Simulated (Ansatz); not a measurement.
**Decaying states in the gap of CsPbBr2F**

Aim: relax a made-up compound, CsPbBr2F, and see how good a tunnel barrier it would be. It is built by putting F for part of the Br in the CsPbBr3 structure of space group Pm-3m, with the volume rescaled by atomic radii. The parent structure comes from the Materials Project.

Method: PBE DFT, plane waves, PAW files, in the first sound run; inputs show where later runs differ, in Ansatz 0.2.0.

The structure was built from a prototype and need not be the compound's stable phase.

### 1. Set-up

Symmetry: P4/mmm, No. 123, tetragonal system. The conventional cell has a = 5.721 Å, b = 5.721 Å, c = 5.721 Å, α = 90.00°, β = 90.00°, γ = 90.00°. Cs has 8 Br at 4.05 Å and 4 F at 4.05 Å nearest. Nearest to Pb lie 4 Br at 2.86 Å and 2 F at 2.86 Å. Nearest to Br lie 2 Pb at 2.86 Å and 4 Cs at 4.05 Å. Nearest to F lie 2 Pb at 2.86 Å. It derives from CsPbBr3. F for part of the Br in the CsPbBr3 structure of space group Pm-3m. Farther neighbours and most contacts between anions are not listed.

Structure file:

```cif
data_structure
_symmetry_space_group_name_H-M 'P 1'
_symmetry_Int_Tables_number 1
_cell_length_a 5.7211
_cell_length_b 5.7211
_cell_length_c 5.7211
_cell_angle_alpha 90.000
_cell_angle_beta 90.000
_cell_angle_gamma 90.000
_cell_volume 187.26
loop_
_atom_site_label
_atom_site_type_symbol
_atom_site_fract_x
_atom_site_fract_y
_atom_site_fract_z
_atom_site_occupancy
Cs1 Cs 0.00000 0.00000 0.00000 1
Pb2 Pb 0.50000 0.50000 0.50000 1
Br3 Br 0.50000 0.50000 0.00000 1
Br4 Br 0.50000 0.00000 0.50000 1
F5 F 0.00000 0.50000 0.50000 1
```

### 2. Relaxing the new crystal

The substituted atoms don't fit the parent's cell, so cell and atoms relax together. A small smearing keeps the run stable in case the gap closes on the way.

The input, input.yaml:

```yaml
crystal:
  lattice:
    - [5.7211293845, 0.0, 0.0]
    - [0.0, 5.7211293845, 0.0]
    - [0.0, 0.0, 5.7211293845]
  atoms:
    - { symbol: Cs, position: [0.0, 0.0, 0.0] }
    - { symbol: Pb, position: [0.5, 0.5, 0.5] }
    - { symbol: Br, position: [0.5, 0.5, 0.0] }
    - { symbol: Br, position: [0.5, 0.0, 0.5] }
    - { symbol: F, position: [0.0, 0.5, 0.5] }
kpoints:
  mp_grid: { grid: [4, 4, 4] }
scf:
  occupations: { method: gaussian, width: 0.03 }
hamiltonian:
  xc: pbe
output:
  forces: true
  stress: true
relax:
  f_tol: 0.02
  max_steps: 60
  cell: {}
```

Started as:

```bash
$ ansatz run input.yaml --threads 2 --pin off --max-ram 4096MiB --backend cpu --events-out ev --progress --plain --runs-dir out
```

Numbers of over 12 decimals in the logs are rounded to 6 here.

Output:

```text
Engine: ansatz 0.2.0, aarch64-unknown-linux-gnu
Pseudopotentials: kind: paw
Pseudopotential: Cs, paw, valence charge 9, recommended cutoff 420 eV (normal), Cs.paw.azcp
Pseudopotential: Pb, paw, valence charge 14, recommended cutoff 420 eV (normal), Pb.paw.azcp
Pseudopotential: Br, paw, valence charge 7, recommended cutoff 420 eV (normal), Br.paw.azcp
Pseudopotential: F, paw, valence charge 7, recommended cutoff 420 eV (normal), F.paw.azcp
Functional definition: PBE
  parameter kappa = 0.804
  parameter beta = 0.066725
  exchange = pbe_x(kappa = kappa, mu = beta*pi^2/3)
  correlation = pbe_c(beta = beta)
Crystal: 5 atoms, lattice volume = 187.260 Å³
Basis set: ecut = 420 eV, 3743 PW (Γ), exchange–correlation on 80×80×80 points (8 copies of the dense FFT grid, shifted against one another)
Bands: 27, of which v1, the nominal top of the filled ones, is band 22 counted from 1 (21 counted from 0)
Symmetry: 16 space group operations
Space group: P4/mmm (ITA 123), of the structure as read, at distance tolerance 5.7e-5 Å
k-points: 18 of 64
Non-local potential: Cs, projectors of the file, l = 0: 3, l = 1: 2, l = 2: 2, l = 3: 2
Non-local potential: Pb, projectors of the file, l = 0: 2, l = 1: 2, l = 2: 2, l = 3: 2
Non-local potential: Br, projectors of the file, l = 0: 2, l = 1: 2, l = 2: 2
Non-local potential: F, projectors of the file, l = 0: 2, l = 1: 2, l = 2: 1
PAW form: soft (Blöchl's): semilocal exchange-correlation on the pseudo side does not see the compensation charge
PAW one-centre angular grid: Cs, 194 points (default); XC on 64 Gauss nodes
PAW one-centre angular grid: Pb, 590 points (default); XC on 64 Gauss nodes
PAW one-centre angular grid: Br, 110 points (default); XC on 64 Gauss nodes
PAW one-centre angular grid: F, 110 points (default); XC on 64 Gauss nodes
Initial density: superposition of atomic densities (neutral atoms: chi_scale 0, normalization atom), corrected by the library's trained network
Initial wavefunctions: pseudopotential atomic-orbital guess
Functional: x = pbe(κ = 0.804, μ = 0.219515), c = pbe(β = 0.066725)
SCF iter   1: F=—  HF=-23956.826245 eV  |F-HF|=—  |Δ(HF+E_count)|=         —  Δρ=1.12e-3  dr2=3.35e-3  ethr=1.77e-3  ⟨swp⟩=7.8  Hψ=2652  notcnv=0
preconditioner: auto → Resta (q_TF=auto, 2.143 Å⁻¹)  ε∞=2.9  [insulator: Δε(μ)=1.534 eV  Ē_g=12.570 eV  σ=0.030 eV  W_gap=1.00  n_scr=26 (ndim 8)  ℏωp=17.2 eV  f_vac=0.110  D(μ)=0.00/eV (n_scr^D=0)  ε∞_Penn≈2.9]
SCF iter   2: F=—  HF=-23956.826061 eV  |F-HF|=—  |Δ(HF+E_count)|=   1.84e-4  Δρ=8.76e-4  dr2=1.06e-3  ethr=7.61e-6  ⟨swp⟩=2.2  Hψ=1077  notcnv=0  defer=15
SCF iter   3: F=—  HF=-23956.825976 eV  |F-HF|=—  |Δ(HF+E_count)|=   8.49e-5  Δρ=3.72e-4  dr2=4.28e-4  ethr=2.41e-6  ⟨swp⟩=2.1  Hψ=846  notcnv=0  defer=15
SCF iter   4: F=—  HF=-23956.825915 eV  |F-HF|=—  |Δ(HF+E_count)|=   6.04e-5  Δρ=9.06e-5  dr2=1.63e-5  ethr=9.72e-7  ⟨swp⟩=2.7  Hψ=759  notcnv=0  defer=15
SCF iter   5: F=—  HF=-23956.825862 eV  |F-HF|=—  |Δ(HF+E_count)|=   5.38e-5  Δρ=2.39e-5  dr2=1.59e-6  ethr=3.71e-8  ⟨swp⟩=2.3  Hψ=817  notcnv=0  defer=15
SCF iter   6: F=-23956.825863 eV  HF=-23956.825863 eV  |F-HF|=1.06e-7  |Δ(HF+E_count)|=   9.26e-7  Δρ=7.15e-6  dr2=9.76e-8  ethr=2.27e-10  ⟨swp⟩=4.0  Hψ=2296  notcnv=0
SCF 1 converged in 6 iterations: F = -23956.825863 eV  dr2 = 9.76e-8
  greatest PAW one-centre occupation: 0.982 electrons in one spin orbital (limit 2), on the Pb atom at site 1 (counted from 0), in its partial waves of l = 2
relax step   1: F+E_penalty+E_count = -23956.82586271 eV  Δ(F+E_penalty+E_count) = +0.000e0 eV  max|allowed force component| = 4.733e-30 eV/Å  Δτ_max = 0.0000 Å  P = +0.575 GPa  Ω = 187.260 Å³  (6 SCF iters, dr2 threshold 1.00e-7 eV, accepted)
Crystal: 5 atoms, lattice volume = 187.746 Å³
Basis set: ecut = 420 eV, 3671 PW (Γ), exchange–correlation on 80×80×80 points (8 copies of the dense FFT grid, shifted against one another)
Initial density: handed on by an earlier stage of this run
Initial wavefunctions: those handed on with the density
iter 1 solved again at ethr=3.08e-5 eV; its pass at ethr=3.10e-3 eV (dr2=1.36e-2 eV) is discarded
SCF iter   1: F=—  HF=-23957.208491 eV  |F-HF|=—  |Δ(HF+E_count)|=         —  Δρ=2.28e-3  dr2=1.39e-2  ethr=3.08e-5  ⟨swp⟩=2.2  Hψ=3574  notcnv=0
preconditioner: auto → Resta (q_TF=auto, 2.142 Å⁻¹)  ε∞=2.9  [insulator: Δε(μ)=2.013 eV  Ē_g=12.518 eV  σ=0.030 eV  W_gap=1.00  n_scr=30 (ndim 8)  ℏωp=17.1 eV  f_vac=0.107  D(μ)=0.00/eV (n_scr^D=0)  ε∞_Penn≈2.9]
SCF iter   2: F=—  HF=-23957.205573 eV  |F-HF|=—  |Δ(HF+E_count)|=   2.92e-3  Δρ=1.44e-3  dr2=4.68e-3  ethr=3.08e-5  ⟨swp⟩=2.1  Hψ=624  notcnv=0
SCF iter   3: F=—  HF=-23957.205393 eV  |F-HF|=—  |Δ(HF+E_count)|=   1.80e-4  Δρ=1.57e-3  dr2=3.65e-3  ethr=1.06e-5  ⟨swp⟩=2.0  Hψ=942  notcnv=0
SCF iter   4: F=—  HF=-23957.204613 eV  |F-HF|=—  |Δ(HF+E_count)|=   7.80e-4  Δρ=2.28e-4  dr2=1.06e-4  ethr=8.30e-6  ⟨swp⟩=2.0  Hψ=895  notcnv=0
SCF iter   5: F=—  HF=-23957.204706 eV  |F-HF|=—  |Δ(HF+E_count)|=   9.33e-5  Δρ=3.69e-5  dr2=4.74e-6  ethr=2.41e-7  ⟨swp⟩=2.0  Hψ=873  notcnv=0
SCF iter   6: F=-23957.204711 eV  HF=-23957.204711 eV  |F-HF|=2.69e-7  |Δ(HF+E_count)|=   4.29e-6  Δρ=8.30e-6  dr2=1.55e-7  ethr=1.14e-9  ⟨swp⟩=3.7  Hψ=2114  notcnv=0
SCF 2 converged in 6 iterations: F = -23957.204711 eV  dr2 = 1.55e-7
  greatest PAW one-centre occupation: 0.983 electrons in one spin orbital (limit 2), on the Pb atom at site 1 (counted from 0), in its partial waves of l = 2
relax step   2: F+E_penalty+E_count = -23957.20471079 eV  Δ(F+E_penalty+E_count) = -3.788e-1 eV  max|allowed force component| = 1.511e-29 eV/Å  Δτ_max = 0.0000 Å  P = -0.376 GPa  Ω = 187.746 Å³  energy of the carried Pulay correction = -6.182e-4 eV  (6 SCF iters, dr2 threshold 5.00e-7 eV, accepted)
Crystal: 5 atoms, lattice volume = 182.392 Å³
Basis set: ecut = 420 eV, 3569 PW (Γ), exchange–correlation on 80×80×80 points (8 copies of the dense FFT grid, shifted against one another)
iter 1 solved again at ethr=6.14e-5 eV; its pass at ethr=3.10e-3 eV (dr2=2.70e-2 eV) is discarded
SCF iter   1: F=—  HF=-23957.468570 eV  |F-HF|=—  |Δ(HF+E_count)|=         —  Δρ=2.86e-3  dr2=2.75e-2  ethr=6.14e-5  ⟨swp⟩=1.8  Hψ=3285  notcnv=0
preconditioner: auto → Resta (q_TF=auto, 2.153 Å⁻¹)  ε∞=2.9  [insulator: Δε(μ)=2.055 eV  Ē_g=12.581 eV  σ=0.030 eV  W_gap=1.00  n_scr=30 (ndim 8)  ℏωp=17.4 eV  f_vac=0.095  D(μ)=0.00/eV (n_scr^D=0)  ε∞_Penn≈2.9]
SCF iter   2: F=—  HF=-23957.462168 eV  |F-HF|=—  |Δ(HF+E_count)|=   6.40e-3  Δρ=2.34e-3  dr2=7.99e-3  ethr=6.14e-5  ⟨swp⟩=2.3  Hψ=951  notcnv=0
SCF iter   3: F=—  HF=-23957.460499 eV  |F-HF|=—  |Δ(HF+E_count)|=   1.67e-3  Δρ=7.29e-4  dr2=3.03e-3  ethr=1.82e-5  ⟨swp⟩=2.0  Hψ=989  notcnv=0  defer=3
SCF iter   4: F=—  HF=-23957.459598 eV  |F-HF|=—  |Δ(HF+E_count)|=   9.00e-4  Δρ=2.29e-4  dr2=1.05e-4  ethr=6.88e-6  ⟨swp⟩=2.3  Hψ=732  notcnv=0  defer=4
SCF iter   5: F=—  HF=-23957.459790 eV  |F-HF|=—  |Δ(HF+E_count)|=   1.92e-4  Δρ=4.18e-5  dr2=3.92e-6  ethr=2.39e-7  ⟨swp⟩=2.2  Hψ=800  notcnv=0  defer=8
SCF iter   6: F=-23957.459794 eV  HF=-23957.459794 eV  |F-HF|=3.54e-7  |Δ(HF+E_count)|=   3.13e-6  Δρ=1.06e-5  dr2=1.74e-7  ethr=1.14e-9  ⟨swp⟩=5.1  Hψ=2020  notcnv=0
SCF 3 converged in 6 iterations: F = -23957.459794 eV  dr2 = 1.74e-7
relax step   3: F+E_penalty+E_count = -23957.45979390 eV  Δ(F+E_penalty+E_count) = -2.551e-1 eV  max|allowed force component| = 5.483e-30 eV/Å  Δτ_max = 0.0000 Å  P = -0.208 GPa  Ω = 182.392 Å³  energy of the carried Pulay correction = +1.590e-3 eV  (6 SCF iters, dr2 threshold 5.00e-7 eV, accepted)
[...]
relax step   4: F+E_penalty+E_count = -23957.62160818 eV  Δ(F+E_penalty+E_count) = -1.618e-1 eV  max|allowed force component| = 3.929e-29 eV/Å  Δτ_max = 0.0000 Å  P = -0.603 GPa  Ω = 183.972 Å³  energy of the carried Pulay correction = +4.333e-4 eV  (6 SCF iters, dr2 threshold 5.00e-7 eV, accepted)
[...]
relax step   5: F+E_penalty+E_count = -23957.63165636 eV  Δ(F+E_penalty+E_count) = -1.005e-2 eV  max|allowed force component| = 5.128e-30 eV/Å  Δτ_max = 0.0000 Å  P = +0.385 GPa  Ω = 177.494 Å³  energy of the carried Pulay correction = +3.441e-3 eV  (6 SCF iters, dr2 threshold 5.00e-7 eV, accepted)
[...]
relax step   6: F+E_penalty+E_count = -23957.63720015 eV  Δ(F+E_penalty+E_count) = -5.544e-3 eV  max|allowed force component| = 6.074e-29 eV/Å  Δτ_max = 0.0000 Å  P = +0.007 GPa  Ω = 179.678 Å³  energy of the carried Pulay correction = +2.430e-3 eV  (5 SCF iters, dr2 threshold 5.00e-7 eV, accepted)
[...]
relax step   7: F+E_penalty+E_count = -23957.65278318 eV  Δ(F+E_penalty+E_count) = -1.558e-2 eV  max|allowed force component| = 6.043e-29 eV/Å  Δτ_max = 0.0000 Å  P = +0.132 GPa  Ω = 179.678 Å³  stress off target by 2.15e-1 GPa  SCF on the basis re-selected at this cell (its energy is not comparable with the rows above)  (7 SCF iters)
[...]
relax step   8: F+E_penalty+E_count = -23957.65325209 eV  Δ(F+E_penalty+E_count) = -4.689e-4 eV  max|allowed force component| = 5.769e-30 eV/Å  Δτ_max = 0.0000 Å  P = +0.013 GPa  Ω = 180.712 Å³  energy of the carried Pulay correction = -5.246e-4 eV  (6 SCF iters, dr2 threshold 1.16e-7 eV, accepted)
iter 1 solved again at ethr=1.42e-7 eV; its pass at ethr=3.10e-3 eV (dr2=6.24e-5 eV) is discarded
SCF iter   1: F=—  HF=-23957.653767 eV  |F-HF|=—  |Δ(HF+E_count)|=         —  Δρ=2.57e-5  dr2=1.77e-7  ethr=1.42e-7  ⟨swp⟩=4.1  Hψ=4055  notcnv=0
preconditioner: auto → Resta (q_TF=auto, 2.156 Å⁻¹)  ε∞=2.9  [insulator: Δε(μ)=2.048 eV  Ē_g=12.615 eV  σ=0.030 eV  W_gap=1.00  n_scr=30 (ndim 8)  ℏωp=17.5 eV  f_vac=0.090  D(μ)=0.00/eV (n_scr^D=0)  ε∞_Penn≈2.9]
SCF iter   2: F=—  HF=-23957.653776 eV  |F-HF|=—  |Δ(HF+E_count)|=   9.48e-6  Δρ=1.15e-5  dr2=7.07e-8  ethr=4.02e-10  ⟨swp⟩=2.7  Hψ=983  notcnv=0
SCF iter   3: F=—  HF=-23957.653777 eV  |F-HF|=—  |Δ(HF+E_count)|=   6.83e-7  Δρ=6.00e-6  dr2=8.95e-9  ethr=1.61e-10  ⟨swp⟩=2.0  Hψ=828  notcnv=0
SCF iter   4: F=—  HF=-23957.653777 eV  |F-HF|=—  |Δ(HF+E_count)|=   2.11e-7  Δρ=3.24e-7  dr2=1.88e-10  ethr=2.04e-11  ⟨swp⟩=2.0  Hψ=853  notcnv=0
SCF iter   5: F=-23957.653777 eV  HF=-23957.653777 eV  |F-HF|=5.46e-11  |Δ(HF+E_count)|=  2.62e-10  Δρ=1.10e-7  dr2=4.51e-11  ethr=1.00e-12  ⟨swp⟩=5.2  Hψ=1885  notcnv=0
SCF 9 converged in 5 iterations: F = -23957.653777 eV  dr2 = 4.51e-11
relax step   9: F+E_penalty+E_count = -23957.65377711 eV  Δ(F+E_penalty+E_count) = -5.250e-4 eV  max|allowed force component| = 1.475e-29 eV/Å  Δτ_max = 0.0000 Å  P = +0.019 GPa  Ω = 180.712 Å³  stress off target by 2.76e-2 GPa  SCF on the basis re-selected at this cell (its energy is not comparable with the rows above)  (5 SCF iters)
basis re-selected at this cell: Δ(F+E_penalty+E_count) = -5.250e-4 eV, ΔP = +0.006 GPa vs the last step (what re-selecting the basis moved, of the pressure what is left beyond the Pulay correction that the steps carried, after the strain that the cell walked since its last selection, with what the two solves' SCF thresholds leave and, on support functions, any second-order correction that the steps lacked; it is no m [...]
SCF converged after 5 iterations
Free energy (F): -23957.653777 eV
Harris-Foulkes:  -23957.653777 eV  (|F-HF|=5.46e-11)
Internal energy: -23957.653777 eV  (E = F + TS)
E sigma→0 (E₀):  -23957.653777 eV
Fermi energy:    4.430110 eV
--- Per-component energies (eV) ---
  E_band       = -259.269780
  E_kinetic    = 900.410765
  E_local      = -3186.846662  (includes V_loc(G=0)·N_el)
  E_nonlocal   = 594.106128
  E_hartree    = 1220.275098
  E_xc         = -1004.639263
  E_vxc        = -568.775287  (∫ρ·V_xc dr)
  E_paw        = -20162.574330  (= ΣΔE_a)
  E_vpaw       = -438.716998  (= ΣTr[D̂ρ^β])
  E_aug_tail   = 0.002095  (compensation charges beyond the density's cutoff)
  E_ewald      = -2318.387608
  E_smearing   = -0.000000  (= −TS)
  E_closure    = -0.000000  (closes the sum)
  Σ components = -23957.653777   (vs F -23957.653777, Δ=0.00e0)
--- Forces (eV/Å), atoms counted from 1 ---
  atom   1  Cs     0.00000000     0.00000000     0.00000000
  atom   2  Pb     0.00000000     0.00000000     0.00000000
  atom   3  Br     0.00000000     0.00000000     0.00000000
  atom   4  Br     0.00000000     0.00000000     0.00000000
  atom   5  F      0.00000000     0.00000000     0.00000000
  max |Σ_I F_I| component: 2.09e-29 eV/Å
--- Stress (GPa, compression-positive) ---
        0.000570       0.000000       0.000000
        0.000000       0.027585       0.000000
        0.000000       0.000000       0.027585
  P = ⅓ Tr σ = 0.0186 GPa (0.186 kbar)
--- Relaxed structure (7 steps of the walk, 7 accepted, 2 SCFs on fresh bases) ---
  F+E_penalty+E_count = -23957.65377711 eV   max|allowed force component| = 1.475e-29 eV/Å   (the final SCF, on the basis selected at the relaxed cell)
  cell:  # Å, volume = 180.7117 Å³
    - [4.791515, 0, 0.0]
    - [0, 6.141250, 0.0]
    - [0.0, 0.0, 6.141250]
  atoms:
    - { symbol: Cs, position: [0, 0, 0.0] }
    - { symbol: Pb, position: [0.5, 0.5, 0.5] }
    - { symbol: Br, position: [0.5, 0.5, 0.0] }
    - { symbol: Br, position: [0.5, 0, 0.5] }
    - { symbol: F, position: [0, 0.5, 0.5] }
```

It took 21 s on 2 threads of Arm Neoverse V2, shared host; peak memory 0.49 GiB.

The steps of the relaxation:

```
step  energy less that of the first step (eV)  largest force component (eV/Å)  pressure (GPa)  volume (Å³)
   1                                   0.0000                          0.0000            0.57       187.26
   2                                  -0.3788                          0.0000           -0.38       187.75
   3                                  -0.6339                          0.0000           -0.21       182.39
   4                                  -0.7957                          0.0000           -0.60       183.97
   5                                  -0.8058                          0.0000            0.38       177.49
   6                                  -0.8113                          0.0000            0.01       179.68
  7*                                  -0.8269                          0.0000            0.13       179.68
   8                                  -0.8274                          0.0000            0.01       180.71
  9*                                  -0.8279                          0.0000            0.02       180.71
```

Relaxation steps marked * repeat the geometry before them on a plane-wave basis chosen anew for their cell, so energy and pressure can jump there.

Forces are held to the 16 operations that the run works with; a distortion that breaks them can't arise in this run.

```
     cell as run  before  after   change
           a (Å)   5.721  4.792  -16.2 %
           b (Å)   5.721  6.141   +7.3 %
           c (Å)   5.721  6.141   +7.3 %
volume (Å³/atom)   37.45  36.14   -3.5 %
```

Numbers from this step:

```
free energy  : -23957.6538 eV
Fermi energy : 4.430 eV
pressure     : 0.01858 GPa
```

The largest force component on a free atom ends at 1.5e-29 eV/Å.

### 3. The bulk crystal and its band edges

The energy window and the wavevectors of the next steps follow from the band edges, so these are searched first, off the mesh as well.

The input, input.yaml:

```yaml
crystal:
  lattice:
    - [4.7915147362, 0.0, 0.0]
    - [0.0, 6.1412495992, 0.0]
    - [0.0, 0.0, 6.1412495992]
  atoms:
    - { symbol: Cs, position: [0.0, 0.0, 0.0] }
    - { symbol: Pb, position: [0.5, 0.5, 0.5] }
    - { symbol: Br, position: [0.5, 0.5, 0.0] }
    - { symbol: Br, position: [0.5, 0.0, 0.5] }
    - { symbol: F, position: [0.0, 0.5, 0.5] }
kpoints:
  mp_grid: { grid: [4, 4, 4] }
  band_path: { path: [VBM, CBM], npoints: 30 }
scf:
  occupations: { method: fixed }
hamiltonian:
  xc: pbe
output:
  eigenvalues: true
  write_potential: true
  write_density: true
  volumetric_format: npy
```

Output:

```text
[...]
Crystal: 5 atoms, lattice volume = 180.712 Å³
Basis set: ecut = 420 eV, 3485 PW (Γ)
Bands: 27, of which v1, the nominal top of the filled ones, is band 22 counted from 1 (21 counted from 0)
Symmetry: 16 space group operations
[...]
k-points: 18 of 64
[...]
SCF iter   1: F=—  HF=-23957.653128 eV  |F-HF|=—  |Δ(HF+E_count)|=         —  Δρ=1.06e-3  dr2=2.39e-3  ethr=1.77e-3  ⟨swp⟩=5.0  Hψ=1902  notcnv=0  defer=49
[...]
SCF iter   6: F=-23957.653857 eV  HF=-23957.653857 eV  |F-HF|=6.34e-8  |Δ(HF+E_count)|=   2.71e-6  Δρ=6.56e-6  dr2=9.67e-8  ethr=2.27e-10  ⟨swp⟩=9.9  Hψ=2707  notcnv=0
SCF 1 converged in 6 iterations: F = -23957.653857 eV  dr2 = 9.67e-8
[...]
NSCF: frozen V_eff on 40 k-points
[...]
SCF converged after 6 iterations
Free energy (F): -23957.653857 eV
[...]
Internal energy: -23957.653857 eV  (E = F + TS)
E sigma→0 (E₀):  -23957.653857 eV
Fermi energy:    3.406284 eV
[...]
--- Band table (eV; the first three rows and the last of 18) ---
  k-point 0: bands = [... 18 lower, 1.5907, 1.5907, 1.6724, 1.7741, 6.8950, 7.7491, 8.4154, 8.5588, ... 1 higher]
  k-point 1: bands = [... 18 lower, 1.5145, 1.5702, 1.6601, 1.7394, 7.1826, 7.6263, 8.1841, 8.3312, ... 1 higher]
  k-point 2: bands = [... 18 lower, 1.4328, 1.6400, 1.7135, 2.0973, 6.1121, 7.9028, 8.2814, 8.4254, ... 1 higher]
  k-point 17: bands = [... 18 lower, 1.5641, 1.5641, 1.8293, 3.4063, 5.4543, 5.4543, 6.0501, 8.7362, ... 1 higher]
```

Wall time 9.8 s (2 threads); peak memory 0.44 GiB.

This step gave:

| Quantity | Value |
| --- | --- |
| free energy | -23957.6539 eV |
| Fermi energy | 3.406 eV |
| gap on the k-mesh | 2.048 eV |
| gap on path | 2.048 eV, by band count; negative where bands overlap |
| direct gap on path | 2.048 eV |
| edge places on path | 0, 0 1/A along the path |

Levels at VBM (eV): -7.83, -7.83, -2.94, -2.94, -2.64, -2.29, -1.93, -1.84, -1.84, -1.58, 0.00, 2.05, 2.05, 2.64, 5.33, 5.33.

The searched edges give 2.05 eV, as on the mesh.

[end of part 1 of 3]

[Logs are printed without paths, hosts, clocks, repeated set-up lines and the standing remarks that a program may print on its own settings, such as how far it seeks lower states.]

[Hosts, paths, dates, database ids (printed as entryN), source tags and the programs' standing remarks are cut or masked in the printed files.]
